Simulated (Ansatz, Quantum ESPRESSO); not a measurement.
# The work function of Nb(100), 7 layers, level by level, part 4 of 6

Wanted: work functions and the surface dipole of Nb(100), 7 layers at several levels, with their cost.

Quantum ESPRESSO 7.5; plane-wave DFT, PBE, GBRV ultrasoft pseudopotentials; geometry and cross-check by Ansatz 0.2.0 with PAW datasets.

So far. Step 6 (Valence density): The density integrates to 91.000 electrons, as the 91 of the input ask. Step 7 (Projected density of states): The atomic orbitals miss 0.1 % of the occupied states; for empty states the projections can miss much more.

### Step 8. SCF with pw.x: open boundaries by the effective screening medium

Open boundaries by another road: assume_isolated = 'esm' with bc1, the slab centred on z = 0.

esm.in

```
&control
  prefix = 'esm'
  outdir = './out'
  pseudo_dir = './pseudo'
  calculation = 'scf'
  tprnfor = .true.
/
&system
  ibrav = 0
  nat = 7
  ntyp = 1
  ecutwfc = 40
  ecutrho = 200
  occupations = 'smearing'
  smearing = 'mv'
  degauss = 0.02
  assume_isolated = 'esm'
  esm_bc = 'bc1'
/
&electrons
  conv_thr = 1e-07
  mixing_beta = 0.4
  electron_maxstep = 120
  mixing_mode = 'local-TF'
/
ATOMIC_SPECIES
  Nb  92.9064  nb_pbe_v1.uspp.F.UPF
CELL_PARAMETERS angstrom
  3.30000000000000 0.00000000000000 0.00000000000000
  0.00000000000000 3.30000000000000 0.00000000000000
  0.00000000000000 0.00000000000000 25.90000000000000
ATOMIC_POSITIONS crystal
  Nb  -0.000000000000 0.000000000000 -0.185049949741
  Nb  0.500000000000 0.500000000000 -0.128459136996
  Nb  0.000000000000 0.000000000000 -0.063706567283
  Nb  0.500000000000 0.500000000000 -0.000000003583
  Nb  0.000000000000 0.000000000000 0.063706560117
  Nb  0.500000000000 0.500000000000 0.128459137114
  Nb  -0.000000000000 0.000000000000 0.185049949741
K_POINTS automatic
  8 8 1 0 0 0
```

Started as:

```console
OMP_NUM_THREADS=1 mpirun -n 4 pw.x -nk 4 -in esm.in > esm.out
```

The program printed:

```text
[banner, memory and clock lines left out]
Program PWSCF v.7.5 starts
[citation notice left out]

[...]
Message from routine setup:
[...]
bravais-lattice index     =            0
     lattice parameter (alat)  =       6.2361  a.u.
     unit-cell volume          =    1903.3745 (a.u.)^3
     number of atoms/cell      =            7
     number of atomic types    =            1
     number of electrons       =        91.00
     number of Kohn-Sham states=           55
     kinetic-energy cutoff     =      40.0000  Ry
     charge density cutoff     =     200.0000  Ry
     scf convergence threshold =      1.0E-07
     mixing beta               =       0.4000
     number of iterations used =            8  local-TF  mixing
     Exchange-correlation= SLA  PW   PBE  PBE
                           (   1   4   3   4   0   0   0)

     Effective Screening Medium Method
     Boundary Conditions: Vacuum-Slab-Vacuum
     total charge in unit cell        =   0.0000
     grid points for fit at edges     =        4

[...]
PseudoPot. # 1 for Nb read from file:
     ./pseudo/nb_pbe_v1.uspp.F.UPF
     Pseudo is Ultrasoft + core correction, Zval = 13.0
     Generated by new atomic code, or converted to UPF format
     Using radial grid of  887 points,  6 beta functions with:
                l(1) =   0
                l(2) =   0
                l(3) =   1
                l(4) =   1
                l(5) =   2
                l(6) =   2
     Q(r) pseudized with  6 coefficients,  rinner =    1.000   1.000   1.000
                                                       1.000   1.000

     atomic species   valence    mass     pseudopotential
     Nb               13.00    92.90640     Nb( 1.00)

     16 Sym. Ops., with inversion, found

[...]
number of k points=    15  Marzari-Vanderbilt smearing, width (Ry)=  0.0200
[...]
Dense  grid:    90777 G-vectors     FFT dimensions: (  30,  30, 225)

     Smooth grid:    65181 G-vectors     FFT dimensions: (  25,  25, 200)

     Check: negative core charge=   -0.000001

     Initial potential from superposition of free atoms

     starting charge      90.9809, renormalised to      91.0000

     negative rho (up, down):  4.580E-03 0.000E+00
     Starting wfcs are   91 randomized atomic wfcs

     per-process dynamical memory:    91.6 Mb

     Self-consistent Calculation

     iteration #  1     ecut=    40.00 Ry     beta= 0.40
     Davidson diagonalization with overlap
     ethr =  1.00E-02,  avg # of iterations =  1.5

     negative rho (up, down):  1.827E-03 0.000E+00

     total energy              =    -825.26330600 Ry
     estimated scf accuracy    <       6.24672236 Ry

     iteration #  2     ecut=    40.00 Ry     beta= 0.40
[...]
negative rho (up, down):  2.182E-04 0.000E+00

[...]
total energy              =    -824.96545316 Ry
     estimated scf accuracy    <       2.79216059 Ry

     iteration #  3     ecut=    40.00 Ry     beta= 0.40
[...]
negative rho (up, down):  5.120E-04 0.000E+00

[...]
total energy              =    -824.99799729 Ry
     estimated scf accuracy    <       1.58751972 Ry

     iteration #  4     ecut=    40.00 Ry     beta= 0.40
[...]
negative rho (up, down):  7.958E-05 0.000E+00

[...]
total energy              =    -825.20793318 Ry
     estimated scf accuracy    <       5.20060492 Ry

     iteration #  5     ecut=    40.00 Ry     beta= 0.40
[...]
negative rho (up, down):  4.940E-05 0.000E+00

[...]
total energy              =    -825.19997852 Ry
     estimated scf accuracy    <       2.38014346 Ry

     iteration #  6     ecut=    40.00 Ry     beta= 0.40
[...]
negative rho (up, down):  5.070E-05 0.000E+00

[...]
total energy              =    -825.21416502 Ry
     estimated scf accuracy    <       0.96168361 Ry

[...]
iteration # 34     ecut=    40.00 Ry     beta= 0.40
[...]
negative rho (up, down):  4.522E-03 0.000E+00

[...]
total energy              =    -825.29038280 Ry
     estimated scf accuracy    <       0.00000033 Ry

     iteration # 35     ecut=    40.00 Ry     beta= 0.40
[...]
negative rho (up, down):  4.499E-03 0.000E+00

[...]
total energy              =    -825.29039046 Ry
     estimated scf accuracy    <       0.00000157 Ry

     iteration # 36     ecut=    40.00 Ry     beta= 0.40
[...]
negative rho (up, down):  4.498E-03 0.000E+00

[...]
total energy              =    -825.29038740 Ry
     estimated scf accuracy    <       0.00000025 Ry

     iteration # 37     ecut=    40.00 Ry     beta= 0.40
[...]
negative rho (up, down):  4.529E-03 0.000E+00

[...]
End of self-consistent calculation

          k = 0.0000 0.0000 0.0000 (  8107 PWs)   bands (ev):

   -58.5723 -58.5722 -58.0436 -57.9602 -57.8069 -57.7507 -57.6775 -34.7755
   -34.7738 -34.6370 -34.6370 -34.6342 -34.6342 -34.3286 -34.2762 -34.2042
   -34.2042 -34.0178 -33.9954 -33.9954 -33.7504 -33.7170 -33.7170 -33.5620
   -33.5620 -33.4961 -33.4276 -33.4276  -9.3549  -8.5786  -7.4701  -7.4335
    -7.2314  -7.1439  -6.6295  -6.4212  -6.2634  -6.0431  -4.8895  -3.5547
    -3.5242  -3.4384  -3.3837  -3.3837  -3.3603  -3.3603  -3.2666  -3.2276
    -3.2063  -3.2063  -2.8233  -2.8233  -2.4779  -1.8979  -1.8977

          k = 0.0000 0.1250 0.0000 (  8099 PWs)   bands (ev):

   -58.5648 -58.5647 -58.0289 -57.9525 -57.8074 -57.7577 -57.6885 -34.8059
   -34.8024 -34.6869 -34.6852 -34.6129 -34.6108 -34.3651 -34.3112 -34.1779
   -34.1693 -34.1211 -33.9870 -33.8637 -33.8391 -33.7274 -33.6379 -33.6235
   -33.5859 -33.4586 -33.4585 -33.4543  -9.0472  -8.3175  -7.3112  -7.2160
    -7.0189  -6.9642  -6.4807  -6.3779  -6.2974  -5.7994  -4.8596  -4.0083
    -3.9931  -3.9375  -3.7989  -3.7254  -3.5694  -3.5464  -3.3895  -3.0070
    -2.9463  -2.8676  -2.8398  -2.1924  -2.0736  -1.8839  -1.8774

[...]
the Fermi energy is    -3.6272 ev

!    total energy              =    -825.29035991 Ry
     estimated scf accuracy    <       0.00000008 Ry
     smearing contrib. (-TS)   =      -0.00097162 Ry
     internal energy E=F+TS    =    -825.28938829 Ry

     The total energy is F=E-TS. E is the sum of the following terms:
     one-electron contribution =   18956.84727126 Ry
     hartree contribution      =   -9502.55627133 Ry
     xc contribution           =    -128.86629418 Ry
     ewald contribution        =  -10150.71409404 Ry

     convergence has been achieved in  37 iterations

     negative rho (up, down):  4.529E-03 0.000E+00

     Forces acting on atoms (cartesian axes, Ry/au):

     atom    1 type  1   force =     0.00000000    0.00000000    0.00242088
     atom    2 type  1   force =     0.00000000    0.00000000   -0.00089394
     atom    3 type  1   force =     0.00000000    0.00000000   -0.00650668
     atom    4 type  1   force =     0.00000000    0.00000000    0.00000000
     atom    5 type  1   force =     0.00000000    0.00000000    0.00650668
     atom    6 type  1   force =     0.00000000    0.00000000    0.00089394
     atom    7 type  1   force =     0.00000000    0.00000000   -0.00242088

     Total force =     0.009899     Total SCF correction =     0.000990

[...]
```

Wall time 2.9 min (4 MPI ranks of Arm Neoverse V1, shared host); peak memory 0.77 GiB.

Numbers from this step:

```
free energy                                                    : -11228.6474 eV
Fermi energy                                                   : -3.627 eV
vacuum line at the lower end of the cell, over the Fermi level : 3.627 eV
vacuum line at the upper end of the cell, over the Fermi level : 3.627 eV
```

The potential energy, planar mean oscillates, so the rows of the table below give means over windows of 1.62 Å about each position, cut where the curve ends. Its maxima inside the range that stand out by 2 % of the span (Å: eV): -4.0: -9.98, -2.5: -6.30, -0.8: -6.59, 0.8: -6.59, 2.5: -6.30, 4.0: -9.98. Its minima: -4.7: -21.7, -3.3: -21.5, -1.6: -21.3, 0.0: -21.3, 1.6: -21.3, 3.3: -21.5, 4.7: -21.7.

Electrostatic potential energy of an electron; zero at the Fermi level. Potential energy, planar mean against z; means over each step:

z (Å), potential energy, planar mean (eV) and a bar from the least value:
```
   -12.08        3.6 ##############################
   -10.46        3.6 ##############################
    -8.84        3.6 ##############################
    -7.22        3.3 #############################
    -5.60       -6.3 ###############
    -3.98      -16.5 
    -2.36      -13.4 #####
    -0.74      -13.8 ####
     0.88      -13.8 ####
     2.50      -13.4 #####
     4.12      -16.5 
     5.74       -4.3 ##################
     7.36        3.4 ##############################
     8.98        3.6 ##############################
    10.60        3.6 ##############################
    12.22        3.6 ##############################
```

The vacuum levels are read from the outermost 0.7 Å of the cell on either side.

The run needed 37 iterations to bring the estimated error under 1e-07 Ry; the largest force on any atom, held or free, is 0.17 eV/Å.

The upper level is 3.627 eV against 3.624 eV from the periodic run.

### Step 9. SCF with pw.x: PBE, SG15 norm-conserving

Next, another level on the same atoms.

Level of this step: plane-wave DFT, PBE, SG15 norm-conserving pseudopotentials (Quantum ESPRESSO 7.5).

sg15-pbe.in

```
&control
  prefix = 'sg15-pbe'
  outdir = './out'
  pseudo_dir = './pseudo'
  calculation = 'scf'
  tprnfor = .true.
/
&system
  ibrav = 0
  nat = 7
  ntyp = 1
  ecutwfc = 60
  ecutrho = 240
  occupations = 'smearing'
  smearing = 'mv'
  degauss = 0.02
/
&electrons
  conv_thr = 1e-07
  mixing_beta = 0.4
  electron_maxstep = 120
  mixing_mode = 'local-TF'
/
ATOMIC_SPECIES
  Nb  92.9064  Nb_ONCV_PBE-1.2.upf
CELL_PARAMETERS angstrom
  3.30000000000000 0.00000000000000 0.00000000000000
  0.00000000000000 3.30000000000000 0.00000000000000
  0.00000000000000 0.00000000000000 25.90000000000000
ATOMIC_POSITIONS crystal
  Nb  -0.000000000000 0.000000000000 0.314950053841
  Nb  0.500000000000 0.500000000000 0.371540866587
  Nb  0.000000000000 0.000000000000 0.436293436300
  Nb  0.500000000000 0.500000000000 0.500000000000
  Nb  0.000000000000 0.000000000000 0.563706563700
  Nb  0.500000000000 0.500000000000 0.628459140696
  Nb  -0.000000000000 0.000000000000 0.685049953324
K_POINTS automatic
  8 8 1 0 0 0
```

Started as:

```console
OMP_NUM_THREADS=1 mpirun -n 4 pw.x -nk 4 -in sg15-pbe.in > sg15-pbe.out
```

The program printed:

```text
[banner, memory and clock lines left out]
Program PWSCF v.7.5 starts
[citation notice left out]

[...]
Message from routine setup:
[...]
bravais-lattice index     =            0
     lattice parameter (alat)  =       6.2361  a.u.
     unit-cell volume          =    1903.3745 (a.u.)^3
     number of atoms/cell      =            7
     number of atomic types    =            1
     number of electrons       =        91.00
     number of Kohn-Sham states=           55
     kinetic-energy cutoff     =      60.0000  Ry
     charge density cutoff     =     240.0000  Ry
     scf convergence threshold =      1.0E-07
     mixing beta               =       0.4000
     number of iterations used =            8  local-TF  mixing
     Exchange-correlation= PBE
                           (   1   4   3   4   0   0   0)

[...]
PseudoPot. # 1 for Nb read from file:
     ./pseudo/Nb_ONCV_PBE-1.2.upf
     Pseudo is Norm-conserving, Zval = 13.0
     Generated using ONCVPSP code by D. R. Hamann
     Using radial grid of  602 points,  6 beta functions with:
                l(1) =   0
                l(2) =   0
                l(3) =   1
                l(4) =   1
                l(5) =   2
                l(6) =   2

     atomic species   valence    mass     pseudopotential
     Nb               13.00    92.90640     Nb( 1.00)

     16 Sym. Ops., with inversion, found

[...]
number of k points=    15  Marzari-Vanderbilt smearing, width (Ry)=  0.0200
[...]
Dense  grid:   119653 G-vectors     FFT dimensions: (  32,  32, 243)

     Initial potential from superposition of free atoms

     starting charge      90.1917, renormalised to      91.0000

     negative rho (up, down):  7.319E-04 0.000E+00
     Starting wfcs are random

     per-process dynamical memory:   142.2 Mb

     Self-consistent Calculation

     iteration #  1     ecut=    60.00 Ry     beta= 0.40
     Davidson diagonalization with overlap
     ethr =  1.00E-02,  avg # of iterations = 11.9

     total energy              =    -798.64022710 Ry
     estimated scf accuracy    <       4.80589595 Ry

     iteration #  2     ecut=    60.00 Ry     beta= 0.40
[...]
total energy              =    -798.53496057 Ry
     estimated scf accuracy    <       1.65004315 Ry

     iteration #  3     ecut=    60.00 Ry     beta= 0.40
[...]
total energy              =    -798.67943442 Ry
     estimated scf accuracy    <       0.58355849 Ry

     iteration #  4     ecut=    60.00 Ry     beta= 0.40
[...]
total energy              =    -798.71366181 Ry
     estimated scf accuracy    <       0.18786916 Ry

     iteration #  5     ecut=    60.00 Ry     beta= 0.40
[...]
total energy              =    -798.73220018 Ry
     estimated scf accuracy    <       0.34716468 Ry

     iteration #  6     ecut=    60.00 Ry     beta= 0.40
[...]
total energy              =    -798.72895837 Ry
     estimated scf accuracy    <       0.22163721 Ry

[...]
iteration # 17     ecut=    60.00 Ry     beta= 0.40
[...]
total energy              =    -798.73010974 Ry
     estimated scf accuracy    <       0.00000163 Ry

     iteration # 18     ecut=    60.00 Ry     beta= 0.40
[...]
total energy              =    -798.73010975 Ry
     estimated scf accuracy    <       0.00000088 Ry

     iteration # 19     ecut=    60.00 Ry     beta= 0.40
[...]
total energy              =    -798.73011001 Ry
     estimated scf accuracy    <       0.00000134 Ry

     iteration # 20     ecut=    60.00 Ry     beta= 0.40
[...]
End of self-consistent calculation

          k = 0.0000 0.0000 0.0000 ( 14953 PWs)   bands (ev):

   -48.6933 -48.6932 -48.1630 -48.0796 -47.9271 -47.8706 -47.7969 -24.8928
   -24.8911 -24.7555 -24.7555 -24.7527 -24.7527 -24.4469 -24.3947 -24.3218
   -24.3218 -24.1357 -24.1129 -24.1129 -23.8682 -23.8352 -23.8352 -23.6798
   -23.6798 -23.6135 -23.5446 -23.5446   0.5175   1.2933   2.4028   2.4380
     2.6400   2.7288   3.2431   3.4522   3.6122   3.8304   4.9892   6.3342
     6.3646   6.4355   6.4904   6.4904   6.5153   6.5153   6.6089   6.6525
     6.6711   6.6711   7.0556   7.0556   7.4003   7.9821   7.9822

          k = 0.0000 0.1250 0.0000 ( 14915 PWs)   bands (ev):

   -48.6858 -48.6857 -48.1483 -48.0719 -47.9276 -47.8776 -47.8080 -24.9235
   -24.9199 -24.8054 -24.8037 -24.7314 -24.7293 -24.4833 -24.4294 -24.2955
   -24.2871 -24.2390 -24.1045 -23.9816 -23.9569 -23.8455 -23.7555 -23.7416
   -23.7037 -23.5756 -23.5756 -23.5718   0.8254   1.5546   2.5617   2.6559
     2.8529   2.9087   3.3932   3.4947   3.5771   4.0753   5.0183   5.8667
     5.8854   5.9383   6.0803   6.1493   6.3105   6.3300   6.4877   6.8699
     6.9301   7.0157   7.0435   7.6860   7.8102   7.9992   8.0018

[...]
the Fermi energy is     6.2497 ev

!    total energy              =    -798.73011020 Ry
     estimated scf accuracy    <       0.00000004 Ry
     smearing contrib. (-TS)   =      -0.00098149 Ry
     internal energy E=F+TS    =    -798.72912871 Ry

     The total energy is F=E-TS. E is the sum of the following terms:
     one-electron contribution =   -7045.14554472 Ry
     hartree contribution      =    3528.56912561 Ry
     xc contribution           =     -96.17804442 Ry
     ewald contribution        =    2814.02533483 Ry

     convergence has been achieved in  20 iterations

     Forces acting on atoms (cartesian axes, Ry/au):

     atom    1 type  1   force =     0.00000000    0.00000000    0.00148033
     atom    2 type  1   force =     0.00000000    0.00000000   -0.00093665
     atom    3 type  1   force =     0.00000000    0.00000000   -0.00637307
     atom    4 type  1   force =     0.00000000    0.00000000    0.00000000
     atom    5 type  1   force =     0.00000000    0.00000000    0.00637307
     atom    6 type  1   force =     0.00000000    0.00000000    0.00093665
     atom    7 type  1   force =     0.00000000    0.00000000   -0.00148033

     Total force =     0.009347     Total SCF correction =     0.000910

[...]
```

Elapsed: 2.4 min, on 4 MPI ranks; peak memory 0.91 GiB.

This step gave:

- free energy: -10867.2768 eV
- Fermi energy: 6.250 eV

### Step 10. Electrostatic potential

sg15-pbe.pot.in

```
&inputpp
  prefix = 'sg15-pbe'
  outdir = './out'
  filplot = 'sg15-pbe.pot.dat'
  plot_num = 11
/
```

Started as:

```console
OMP_NUM_THREADS=1 mpirun -n 4 pp.x -in sg15-pbe.pot.in > sg15-pbe.pot.out
```

Run time: 0.75 s. Hardware: 4 MPI ranks; peak memory 0.11 GiB.

This step gave:

- work function of the upper face: 3.573 eV
- slope of the potential above: 0.001215 eV/Å
- upper vacuum line continued to the top atoms, over the Fermi level: 3.566 eV
- work function of the lower face: 3.573 eV
- slope of the potential below: -8.48e-4 eV/Å
- lower vacuum line continued to the bottom atoms, over the Fermi level: 3.568 eV

The upper face goes from 3.624 eV (PBE, GBRV) to 3.573 eV, a change of -0.051 eV from the pseudopotentials and their cutoffs.

[end of part 4 of 6]

[Logs are printed without paths, hosts, clocks, repeated set-up lines and the standing remarks that a program may print on its own settings, such as how far it seeks lower states.]

[Hosts, paths, dates, database ids (printed as entryN), source tags and the programs' standing remarks are cut or masked in the printed files.]

[Maps of the electrostatic potential energy from Ansatz leave out the sawtooth potential of an applied field or a dipole correction, so their vacuum need not be flat; planar profiles and work functions include it.]
